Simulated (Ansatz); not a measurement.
Rows from a G0W0 calculation on Ta2O5 (Pmmn) (Ansatz 0.2.0; G0W0 on LDA, plane waves, PAW; 4×2×4 mesh, 1637 empty bands, screening to 240 eV, hard PAW files), in eV. Spin-orbit coupling is left out.

```csv
row,Σx,Σc,Vxc,Z
A,-13.07,-4.80,-18.77,0.79
B,-13.19,-4.72,-18.81,0.79
C,-28.08,4.28,-23.02,0.74
D,-13.61,-5.21,-19.81,0.78
E,-26.34,4.33,-21.33,0.72
F,-25.46,4.02,-20.76,0.72
```

Which rows are filled states and which are empty ones, and how can one tell?

Filled: C, E and F. Empty: A, B and D. The sign of Σc tells: for a filled state bare exchange, which holds its interaction with itself, lies below Vxc (Σx − Vxc is -4.7 eV or lower here) and screening gives part back as a positive Σc. For an empty state Σx lies above Vxc (+5.6 eV or more) and the Coulomb hole leaves Σc negative.

[Paths, hosts, dates, memory and timing lines, banners, echoed tables and standing remarks are left out of the program output.]

[Logs are printed without paths, hosts, clocks, repeated set-up lines and the standing remarks that a program may print on its own settings, such as how far it seeks lower states.]

[Runs of the session that timed out or met a known fault of the program may be left out.]

[Cells called generated may have been cut or substituted from an entry of the Crystallography Open Database or the Materials Project.]

[Hosts, paths, dates, database ids (printed as entryN), source tags and the programs' standing remarks are cut or masked in the printed files.]
